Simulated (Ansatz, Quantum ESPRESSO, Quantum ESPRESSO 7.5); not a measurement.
## Evanescent states of SiC, zinc blende type, lattice constant set to 4.207 Å

Aim: how fast states decay in the gap of SiC, zinc blende type, lattice constant set to 4.207 Å.

Main program and level: Quantum ESPRESSO 7.5; plane-wave DFT, LDA, PseudoDojo norm-conserving pseudopotentials (cross-check by Ansatz 0.2.0 with PAW datasets).

This is a report of a sequence of runs, with most program output left out.

## 1. The starting structure

Symmetry: F-43m, No. 216, cubic system. The conventional cell has a = 4.207 Å, b = 4.207 Å, c = 4.207 Å, α = 90.00°, β = 90.00°, γ = 90.00°. Si has 4 C at 1.82 Å nearest. C has 4 Si at 1.82 Å nearest. Farther neighbours are not listed.

As a file:

```cif
data_structure
_symmetry_space_group_name_H-M 'F-43m'
_symmetry_Int_Tables_number 216
_cell_length_a 4.2070
_cell_length_b 4.2070
_cell_length_c 4.2070
_cell_angle_alpha 90.000
_cell_angle_beta 90.000
_cell_angle_gamma 90.000
_cell_volume 74.46
loop_
_atom_site_label
_atom_site_type_symbol
_atom_site_symmetry_multiplicity
_atom_site_Wyckoff_symbol
_atom_site_fract_x
_atom_site_fract_y
_atom_site_fract_z
_atom_site_occupancy
Si1 Si 4 a 0.00000 0.00000 0.00000 1
C1 C 4 c 0.75000 0.75000 0.25000 1
```

## 2. Ground state

pwcond needs a cell whose third axis lies along the current and stands perpendicular to the other two.

Contents of scf.in:

```
&control
  prefix = 'scf'
  outdir = './out'
  pseudo_dir = './pseudo'
  calculation = 'scf'
  tprnfor = .true.
/
&system
  ibrav = 0
  nat = 4
  ntyp = 2
  ecutwfc = 74
  ecutrho = 296
  occupations = 'fixed'
  nbnd = 12
/
&electrons
  conv_thr = 1e-09
  mixing_beta = 0.6
  electron_maxstep = 120
/
ATOMIC_SPECIES
  Si  28.0850  Si.dojo-sr-lda-0.4.1-standard.upf
  C   12.0110  C.dojo-sr-lda-0.4.1-standard.upf
CELL_PARAMETERS angstrom
  2.97479822845181 0.00000000000000 0.00000000000000
  0.00000000000000 2.97479822845181 0.00000000000000
  0.00000000000000 0.00000000000000 4.20700000000000
ATOMIC_POSITIONS crystal
  Si  0.000000000000 0.000000000000 0.000000000000
  C   0.500000000000 0.000000000000 0.250000000000
  Si  0.500000000000 0.500000000000 0.500000000000
  C   0.000000000000 0.500000000000 0.750000000000
K_POINTS automatic
  8 8 6 0 0 0
```

Launch:

```sh
$ OMP_NUM_THREADS=1 mpirun -n 2 pw.x -nk 2 -in scf.in > scf.out
```

Elapsed: 24 s, on 2 MPI ranks of Arm Neoverse N1, shared host; peak memory 0.14 GiB; 47 s of CPU time.

Numbers from this step:

- free energy: -561.2548 eV
- valence top, on the run's zero: 10.63 eV
- conduction bottom, on the run's zero: 11.86 eV
- gap by band count: 1.237 eV

The run needed 10 iterations to bring the estimated error under 1e-09 Ry.

## 3. Complex bands with pwcond.x

ikind = 0 solves one period of the crystal for all kz, real and complex, at each energy and k across. ewind and epsproj trim the two-dimensional plane-wave basis; nz1 sets the subslabs.

Contents of cbs.in:

```
&inputcond
  outdir = './out'
  prefixl = 'scf'
  band_file = 'cbs'
  ikind = 0
  ewind = 4.0
  epsproj = 1e-05
  nz1 = 7
  energy0 = 4.48
  denergy = -0.16
/
4
  0.00000000 0.00000000 1.00000000
  0.50000000 0.00000000 1.00000000
  0.50000000 0.50000000 1.00000000
  0.25000000 0.00000000 1.00000000
41
```

Launch:

```sh
$ OMP_NUM_THREADS=1 mpirun -n 2 pwcond.x -in cbs.in > cbs.out
```

Elapsed: 2.8 min, on 2 MPI ranks; peak memory 0.11 GiB.

Numbers from this step:

```
peak of the smallest κ at the zone centre : 0.275 Å⁻¹
energy of the peak at the zone centre     : 0.8 eV
peak of the smallest κ at (1/4, 0)        : 0.417 Å⁻¹
```

K across = (0, 0) in the cell's reciprocal vectors; values within 0.0025 1/Å of each other count once, columns are sorted by size at each energy, a dash where no further value was kept. Im kz of the slowest decaying states against energy, zero at the highest filled level of the SCF mesh:

| energy (eV) | decay 1 (Å⁻¹) | decay 2 (Å⁻¹) | decay 3 (Å⁻¹) |
| --- | --- | --- | --- |
| -1.92 | 0.774 | 1.33 | 2.16 |
| -1.60 | 0.728 | 1.30 | 2.14 |
| -1.28 | 0.681 | 1.27 | 2.12 |
| -0.96 | 0.632 | 1.24 | 2.10 |
| -0.64 | 0.581 | 1.20 | 2.08 |
| -0.32 | 0.526 | 1.17 | 2.05 |
| -0.16 | 0.497 | 1.15 | 2.04 |
| 0.00 | 0.467 | 1.13 | 2.03 |
| 0.16 | 0.127 | 0.132 | 0.136 |
| 0.48 | 0.224 | 0.245 | 0.25 |
| 0.80 | 0.275 | 0.282 | 0.313 |
| 1.12 | 0.142 | 0.325 | 0.36 |
| 1.44 | 0.358 | 0.396 | 0.937 |
| 1.76 | 0.383 | 0.423 | 0.889 |
| 2.08 | 0.404 | 0.444 | 0.838 |
| 2.40 | 0.419 | 0.46 | 0.783 |
| 2.72 | 0.431 | 0.472 | 0.723 |
| 2.88 | 0.435 | 0.476 | 0.691 |
| 3.20 | 0.442 | 0.482 | 0.623 |
| 3.52 | 0.445 | 0.485 | 0.547 |
| 3.84 | 0.445 | 0.458 | 0.485 |
| 4.16 | 0.347 | 0.442 | 0.482 |
| 4.48 | 0.177 | 0.436 | 0.476 |

K across = (0, 0) in the cell's reciprocal vectors. The Re kz of states that move upwards by energy, zero at the highest filled level of the SCF mesh:

| energy (eV) | channel 1 (Å⁻¹) | channel 2 (Å⁻¹) | channel 3 (Å⁻¹) |
| --- | --- | --- | --- |
| -1.92 | -0.715 | -0.712 | -0.532 |
| -1.76 | -0.669 | -0.666 | -0.505 |
| -1.44 | -0.580 | -0.577 | -0.448 |
| -1.28 | -0.536 | -0.533 | -0.418 |
| -0.96 | -0.448 | -0.445 | -0.355 |
| -0.80 | -0.403 | -0.399 | -0.320 |
| -0.64 | -0.356 | -0.352 | -0.284 |
| -0.32 | -0.252 | -0.246 | -0.196 |
| -0.16 | -0.187 | -0.180 | -0.138 |
| 0.00 | -0.0916 | -0.0768 | -0.0164 |
| 0.32 | - | - | - |
| 0.48 | - | - | - |
| 0.80 | - | - | - |
| 0.96 | - | - | - |
| 1.12 | - | - | - |
| 1.44 | 0.186 | - | - |
| 1.60 | 0.249 | - | - |
| 1.76 | 0.299 | - | - |
| 2.08 | 0.380 | - | - |
| 2.24 | 0.415 | - | - |
| 2.56 | 0.477 | - | - |
| 2.72 | 0.505 | - | - |
| 2.88 | 0.533 | - | - |
| 3.20 | 0.584 | - | - |
| 3.36 | 0.609 | - | - |
| 3.52 | 0.633 | - | - |
| 3.84 | 0.679 | - | - |
| 4.00 | 0.702 | - | - |
| 4.32 | 0.747 | - | - |
| 4.48 | -0.725 | - | - |

K across = (1/2, 0) in the cell's reciprocal vectors; values within 0.0025 1/Å of each other count once, columns are sorted by size at each energy, a dash where no further value was kept. Im kz of the slowest decaying states against energy, zero at the highest filled level of the SCF mesh:

| energy (eV) | decay 1 (Å⁻¹) | decay 2 (Å⁻¹) | decay 3 (Å⁻¹) |
| --- | --- | --- | --- |
| -1.92 | 0.788 | 0.793 | 1.47 |
| -1.76 | 0.722 | 0.728 | 1.45 |
| -1.60 | 0.64 | 0.647 | 1.44 |
| -1.44 | 0.526 | 0.538 | 1.42 |
| -1.28 | 0.328 | 0.355 | 1.40 |
| -1.12 | 1.39 | 2.42 | - |
| -0.96 | 0.084 | 0.091 | 0.315 |
| -0.64 | 0.176 | 0.18 | 0.568 |
| -0.48 | 0.206 | 0.209 | 0.625 |
| -0.32 | 0.23 | 0.233 | 0.666 |
| -0.16 | 0.252 | 0.697 | 0.7 |
| 0.00 | 0.27 | 0.273 | 0.72 |
| 0.16 | 0.287 | 0.739 | 0.742 |
| 0.32 | 0.302 | 0.754 | - |
| 0.48 | 0.316 | 0.765 | 0.768 |
| 0.64 | 0.328 | 0.774 | - |
| 0.80 | 0.339 | 0.781 | - |
| 0.96 | 0.349 | 0.786 | - |
| 1.12 | 0.358 | 0.79 | - |
| 1.44 | 0.374 | 0.793 | - |
| 1.60 | 0.381 | 0.793 | - |
| 1.76 | 0.387 | 0.791 | - |
| 1.92 | 0.392 | 0.789 | - |
| 2.08 | 0.396 | 0.786 | - |
| 2.24 | 0.4 | 0.782 | - |
| 2.40 | 0.403 | 0.778 | - |
| 2.56 | 0.406 | 0.772 | - |
| 2.72 | 0.408 | 0.766 | - |
| 2.88 | 0.409 | 0.76 | - |
| 3.04 | 0.409 | 0.753 | 0.851 |
| 3.20 | 0.409 | 0.745 | 0.825 |
| 3.52 | 0.406 | 0.727 | 0.771 |
| 3.68 | 0.404 | 0.717 | - |
| 3.84 | 0.4 | 0.707 | 0.714 |
| 4.00 | 0.396 | 0.684 | - |
| 4.16 | 0.391 | 0.653 | - |
| 4.32 | 0.385 | 0.62 | 0.623 |
| 4.48 | 0.378 | 0.586 | 0.589 |

K across = (1/2, 1/2) in the cell's reciprocal vectors; values within 0.0025 1/Å of each other count once, columns are sorted by size at each energy, a dash where no further value was kept. Im kz of the slowest decaying states against energy, zero at the highest filled level of the SCF mesh:

| energy (eV) | decay 1 (Å⁻¹) | decay 2 (Å⁻¹) | decay 3 (Å⁻¹) |
| --- | --- | --- | --- |
| -1.92 | 0.272 | 0.332 | 2.36 |
| -1.76 | 0.276 | 0.344 | - |
| -1.44 | 0.281 | 0.362 | 2.33 |
| -1.28 | 0.281 | 0.37 | 2.32 |
| -0.96 | 0.278 | 0.382 | 2.30 |
| -0.80 | 0.274 | 0.387 | 2.29 |
| -0.64 | 0.27 | 0.39 | 2.28 |
| -0.32 | 0.256 | 0.396 | 2.26 |
| -0.16 | 0.247 | 0.397 | 2.25 |
| 0.00 | 0.237 | 0.398 | 2.24 |
| 0.32 | 0.211 | 0.398 | 2.22 |
| 0.48 | 0.195 | 0.397 | 2.21 |
| 0.80 | 0.153 | 0.393 | 2.19 |
| 0.96 | 0.124 | 0.39 | 2.18 |
| 1.12 | 0.082 | 0.387 | 2.17 |
| 1.44 | 0.378 | 2.15 | - |
| 1.60 | 0.373 | 2.14 | - |
| 1.76 | 0.367 | 2.13 | 2.38 |
| 2.08 | 0.354 | 2.10 | 2.36 |
| 2.24 | 0.346 | 2.09 | 2.35 |
| 2.56 | 0.328 | 2.07 | 2.34 |
| 2.72 | 0.318 | 2.06 | 2.33 |
| 2.88 | 0.307 | 2.05 | 2.32 |
| 3.20 | 0.282 | 2.03 | 2.31 |
| 3.36 | 0.268 | 2.02 | 2.30 |
| 3.52 | 0.252 | 2.00 | 2.29 |
| 3.84 | 0.215 | 1.98 | 2.27 |
| 4.00 | 0.192 | 1.97 | 2.27 |
| 4.32 | 0.133 | 1.95 | 2.25 |
| 4.48 | 0.087 | 1.94 | 2.24 |

K across = (1/4, 0) in the cell's reciprocal vectors; values within 0.0025 1/Å of each other count once, columns are sorted by size at each energy, a dash where no further value was kept. The Im kz of the slowest decaying states by energy, zero at the highest filled level of the SCF mesh:

| energy (eV) | decay 1 (Å⁻¹) | decay 2 (Å⁻¹) | decay 3 (Å⁻¹) |
| --- | --- | --- | --- |
| -1.92 | 0.089 | 1.12 | 1.63 |
| -1.60 | 0.004 | 0.02 | 1.08 |
| -1.28 | 1.04 | 1.57 | 1.76 |
| -0.96 | 0.996 | 1.54 | 1.73 |
| -0.64 | 0.951 | 1.51 | 1.71 |
| -0.32 | 0.158 | 0.905 | 1.48 |
| -0.16 | 0.198 | 0.881 | 1.46 |
| 0.00 | 0.165 | 0.229 | 0.857 |
| 0.16 | 0.256 | 0.833 | 1.42 |
| 0.48 | 0.299 | 0.369 | 0.782 |
| 0.80 | 0.332 | 0.447 | 0.729 |
| 1.12 | 0.359 | 0.507 | 0.674 |
| 1.44 | 0.381 | 0.557 | 0.615 |
| 1.76 | 0.398 | 0.552 | 0.599 |
| 2.08 | 0.412 | 0.482 | 0.637 |
| 2.40 | 0.402 | 0.422 | 0.673 |
| 2.72 | 0.305 | 0.429 | 0.709 |
| 2.88 | 0.242 | 0.431 | 0.728 |
| 3.20 | 0.433 | 0.776 | 0.975 |
| 3.52 | 0.433 | 0.861 | 1.30 |
| 3.84 | 0.429 | 0.844 | 1.26 |
| 4.16 | 0.423 | 0.825 | 1.22 |
| 4.48 | 0.413 | 0.804 | 1.18 |

## 4. Complex band structure

cbs.w.in is the input of step 3 with these lines changed:

```diff
@@ -3,5 +3,5 @@
   prefixl = 'scf'
-  band_file = 'cbs'
+  band_file = 'cbs.w'
   ikind = 0
-  ewind = 4.0
+  ewind = 1.0
   epsproj = 1e-05
```

Launch:

```sh
$ OMP_NUM_THREADS=1 mpirun -n 2 pwcond.x -in cbs.w.in > cbs.w.out
```

Wall time 3 min (2 MPI ranks); peak memory 0.12 GiB; 5.8 min of CPU time.

The run finished, but its numbers are not taken as the system's. The fault: channel counts that the second code doesn't bear out, a failure of the reduced basis or of the integration along z.

## 5. Cross-check with Ansatz

A second code with its own PAW datasets, on the same atoms.

Level of this step: plane-wave DFT, LDA, Ansatz PAW (Ansatz 0.2.0).

Contents of input.yaml:

```yaml
crystal:
  lattice:
    - [2.9747982285, 0.0, 0.0]
    - [0.0, 2.9747982285, 0.0]
    - [0.0, 0.0, 4.207]
  atoms:
    - { symbol: Si, position: [0.0, 0.0, 0.0] }
    - { symbol: C, position: [0.5, 0.0, 0.25] }
    - { symbol: Si, position: [0.5, 0.5, 0.5] }
    - { symbol: C, position: [0.0, 0.5, 0.75] }
kpoints:
  mp_grid: { grid: [8, 8, 6] }
hamiltonian:
  xc: lda
scf:
  occupations: { method: fixed }
  convergence: { dr2_threshold: 1.0e-09 }
output:
  transmission:
    leads: [[0, 0]]
    kpoints: [[0, 0], [0.5, 0], [0.5, 0.5], [0.25, 0]]
    e_range: [-1.92, 4.48]
    de: 0.16
```

Launch:

```sh
$ ansatz run input.yaml --threads 2 --pin off --max-ram 4096MiB --backend cpu --events-out ev --progress --plain --runs-dir out
```

Elapsed: 11 s, on 2 threads; peak memory 0.31 GiB.

Numbers from this step:

* free energy: -1704.1754 eV
* gap by band count: 1.221 eV
* symmetry operations: 16
* slowest decay at the grid energy nearest mid-gap: 0.1737 Å⁻¹
* peak of the smallest κ at the zone centre: 0.2696 Å⁻¹
* peak of the smallest κ at (1/4, 0): 0.4194 Å⁻¹
* valence top, on the run's zero: 10.62 eV

K across = (0, 0) in the cell's reciprocal vectors; values within 0.0025 1/Å of each other count once, columns are sorted by size at each energy, a dash where no further value was kept. The Im kz of the slowest decaying states by energy, zero at the highest filled level of the SCF mesh:

| energy (eV) | decay 1 (Å⁻¹) | decay 2 (Å⁻¹) | decay 3 (Å⁻¹) |
| --- | --- | --- | --- |
| -1.92 | 0.772 | 1.33 | - |
| -1.76 | 0.749 | 1.32 | - |
| -1.44 | 0.703 | 1.29 | - |
| -1.28 | 0.679 | 1.27 | - |
| -0.96 | 0.630 | 1.24 | - |
| -0.80 | 0.604 | 1.22 | - |
| -0.64 | 0.578 | 1.20 | - |
| -0.32 | 0.523 | 1.16 | - |
| -0.16 | 0.494 | 1.15 | - |
| 0.00 | 0.0104 | 0.0142 | 0.463 |
| 0.32 | 0.186 | 0.217 | 0.396 |
| 0.48 | 0.225 | 0.260 | 0.359 |
| 0.80 | 0.270 | 0.283 | 0.324 |
| 0.96 | 0.212 | 0.305 | 0.349 |
| 1.12 | 0.132 | 0.325 | 0.370 |
| 1.44 | 0.358 | 0.404 | 0.936 |
| 1.60 | 0.371 | 0.418 | 0.912 |
| 1.76 | 0.383 | 0.431 | 0.888 |
| 2.08 | 0.404 | 0.451 | 0.836 |
| 2.24 | 0.412 | 0.459 | 0.809 |
| 2.56 | 0.425 | 0.472 | 0.752 |
| 2.72 | 0.430 | 0.478 | 0.722 |
| 2.88 | 0.435 | 0.482 | 0.690 |
| 3.20 | 0.441 | 0.487 | 0.621 |
| 3.36 | 0.443 | 0.489 | 0.584 |
| 3.52 | 0.444 | 0.490 | 0.544 |
| 3.84 | 0.444 | 0.454 | 0.489 |
| 4.00 | 0.402 | 0.443 | 0.488 |
| 4.32 | 0.269 | 0.438 | 0.483 |
| 4.48 | 0.167 | 0.435 | 0.479 |

K across = (0, 0) in the cell's reciprocal vectors. The Re kz of states that move upwards by energy, zero at the highest filled level of the SCF mesh:

| energy (eV) | channel 1 (Å⁻¹) | channel 2 (Å⁻¹) | channel 3 (Å⁻¹) |
| --- | --- | --- | --- |
| -1.92 | -0.705 | -0.705 | -0.532 |
| -1.60 | -0.614 | -0.614 | -0.477 |
| -1.28 | -0.526 | -0.526 | -0.418 |
| -0.96 | -0.437 | -0.437 | -0.354 |
| -0.64 | -0.342 | -0.342 | -0.283 |
| -0.32 | -0.233 | -0.233 | -0.195 |
| -0.16 | -0.161 | -0.161 | -0.136 |
| 0.00 | - | - | - |
| 0.16 | - | - | - |
| 0.48 | - | - | - |
| 0.80 | - | - | - |
| 1.12 | - | - | - |
| 1.44 | 0.194 | - | - |
| 1.76 | 0.304 | - | - |
| 2.08 | 0.384 | - | - |
| 2.40 | 0.450 | - | - |
| 2.72 | 0.508 | - | - |
| 2.88 | 0.535 | - | - |
| 3.20 | 0.586 | - | - |
| 3.52 | 0.634 | - | - |
| 3.84 | 0.681 | - | - |
| 4.16 | 0.726 | - | - |
| 4.48 | -0.723 | - | - |

K across = (1/2, 0) in the cell's reciprocal vectors; values within 0.0025 1/Å of each other count once, columns are sorted by size at each energy, a dash where no further value was kept. Im kz of the slowest decaying states against energy, zero at the highest filled level of the SCF mesh:

| energy (eV) | decay 1 (Å⁻¹) | decay 2 (Å⁻¹) | decay 3 (Å⁻¹) |
| --- | --- | --- | --- |
| -1.92 | 0.783 | 1.47 | - |
| -1.60 | 0.630 | 1.43 | - |
| -1.28 | 0.289 | 1.40 | - |
| -0.96 | 0.0967 | 0.369 | 1.37 |
| -0.64 | 0.183 | 0.586 | 1.33 |
| -0.32 | 0.235 | 0.677 | 1.30 |
| -0.16 | 0.256 | 0.705 | 1.28 |
| 0.00 | 0.275 | 0.728 | 1.26 |
| 0.16 | 0.291 | 0.746 | 1.24 |
| 0.48 | 0.319 | 0.771 | 1.20 |
| 0.80 | 0.343 | 0.786 | 1.16 |
| 1.12 | 0.362 | 0.793 | 1.12 |
| 1.44 | 0.377 | 0.796 | 1.08 |
| 1.76 | 0.390 | 0.794 | 1.04 |
| 2.08 | 0.399 | 0.788 | 0.991 |
| 2.40 | 0.406 | 0.780 | 0.945 |
| 2.72 | 0.411 | 0.768 | 0.896 |
| 2.88 | 0.412 | 0.761 | 0.872 |
| 3.20 | 0.412 | 0.746 | 0.820 |
| 3.52 | 0.409 | 0.728 | 0.766 |
| 3.84 | 0.403 | 0.707 | - |
| 4.16 | 0.393 | 0.647 | 0.684 |
| 4.48 | 0.380 | 0.580 | 0.659 |

K across = (1/2, 1/2) in the cell's reciprocal vectors; values within 0.0025 1/Å of each other count once, columns are sorted by size at each energy, a dash where no further value was kept. Im kz of the slowest decaying states against energy, zero at the highest filled level of the SCF mesh:

| energy (eV) | decay 1 (Å⁻¹) | decay 2 (Å⁻¹) |
| --- | --- | --- |
| -1.92 | 0.271 | 0.336 |
| -1.60 | 0.279 | 0.357 |
| -1.28 | 0.281 | 0.373 |
| -0.96 | 0.277 | 0.385 |
| -0.64 | 0.269 | 0.393 |
| -0.32 | 0.255 | 0.398 |
| -0.16 | 0.246 | 0.399 |
| 0.00 | 0.236 | 0.400 |
| 0.16 | 0.224 | 0.400 |
| 0.48 | 0.193 | 0.399 |
| 0.80 | 0.150 | 0.395 |
| 1.12 | 0.0755 | 0.388 |
| 1.44 | 0.380 | - |
| 1.76 | 0.368 | - |
| 2.08 | 0.355 | - |
| 2.40 | 0.338 | - |
| 2.72 | 0.319 | - |
| 2.88 | 0.307 | - |
| 3.20 | 0.282 | - |
| 3.52 | 0.251 | - |
| 3.84 | 0.213 | - |
| 4.16 | 0.163 | - |
| 4.48 | 0.0812 | - |

K across = (1/4, 0) in the cell's reciprocal vectors; values within 0.0025 1/Å of each other count once, columns are sorted by size at each energy, a dash where no further value was kept. Table of Im kz of the slowest decaying states by energy, zero at the highest filled level of the SCF mesh:

| energy (eV) | decay 1 (Å⁻¹) | decay 2 (Å⁻¹) | decay 3 (Å⁻¹) |
| --- | --- | --- | --- |
| -1.92 | 0.0911 | 1.12 | - |
| -1.76 | 0.0724 | 1.10 | - |
| -1.44 | 1.06 | - | - |
| -1.28 | 1.04 | - | - |
| -0.96 | 0.993 | - | - |
| -0.80 | 0.970 | - | - |
| -0.64 | 0.948 | - | - |
| -0.32 | 0.164 | 0.901 | 1.47 |
| -0.16 | 0.203 | 0.878 | 1.46 |
| 0.00 | 0.189 | 0.234 | 0.853 |
| 0.32 | 0.283 | 0.332 | 0.804 |
| 0.48 | 0.302 | 0.380 | 0.778 |
| 0.80 | 0.335 | 0.456 | 0.725 |
| 0.96 | 0.349 | 0.487 | 0.698 |
| 1.12 | 0.362 | 0.515 | 0.670 |
| 1.44 | 0.383 | 0.564 | 0.610 |
| 1.60 | 0.393 | 0.579 | 0.586 |
| 1.76 | 0.401 | 0.546 | 0.606 |
| 2.08 | 0.414 | 0.476 | 0.644 |
| 2.24 | 0.419 | 0.437 | 0.662 |
| 2.56 | 0.349 | 0.428 | 0.698 |
| 2.72 | 0.295 | 0.431 | 0.717 |
| 2.88 | 0.231 | 0.433 | 0.737 |
| 3.20 | 0.435 | 0.790 | 0.963 |
| 3.36 | 0.435 | 0.852 | 0.885 |
| 3.52 | 0.434 | 0.861 | 1.29 |
| 3.84 | 0.431 | 0.844 | 1.26 |
| 4.00 | 0.428 | 0.835 | 1.24 |
| 4.32 | 0.419 | 0.815 | 1.20 |
| 4.48 | 0.414 | 0.804 | 1.17 |

## 6. By hand

T falls as exp(−2κd). With κ = 0.179 1/Å, 10 Å of barrier pass exp(−2 × 0.179 × 10) = 0.028 of that channel, interfaces aside.

## 7. Summary of results

* gap on the SCF mesh: 1.24 eV
* smallest κ at mid-gap among the four k points, at (1/2, 1/2): 0.179 Å⁻¹
* peak of the smallest κ in the stop band at the zone centre: 0.275 Å⁻¹
* peak of the smallest κ in the stop band at (1/4, 0): 0.417 Å⁻¹
* energy of the peak at the zone centre, over the highest filled level: 0.80 eV
* peak at the zone centre by Ansatz: 0.270 Å⁻¹

In words: With a gap of 1.24 eV on the mesh, the smallest κ at mid-gap among the four k points, at (1/2, 1/2) is 0.179 Å⁻¹ (LDA, PseudoDojo norm-conserving). For a barrier with the Fermi level at mid-gap the slowest state found, at (1/2, 1/2), loses a factor of ten in probability every 6.4 Å or so. Stop bands away from the zone centre are mostly wider than the gap, so their peaks can lie above the conduction bottom. The X valleys along [100] and [010] project onto (1/2, 1/2) in this cell. At the zone centre pwcond's peak is 0.275 and Ansatz's 0.270 1/Å, 2 % apart. The cell is the a/√2 one, turned by 45°, with two primitive cells, so X along [001] folds onto kz = 0. A semilocal gap is too small, often by a third to a half and by more in narrow-gap crystals, so real barriers decay faster.

[Logs are printed without paths, hosts, clocks, repeated set-up lines and the standing remarks that a program may print on its own settings, such as how far it seeks lower states.]

[Hosts, paths, dates, database ids (printed as entryN), source tags and the programs' standing remarks are cut or masked in the printed files.]

[Maps of the electrostatic potential energy from Ansatz leave out the sawtooth potential of an applied field or a dipole correction, so their vacuum need not be flat; planar profiles and work functions include it.]
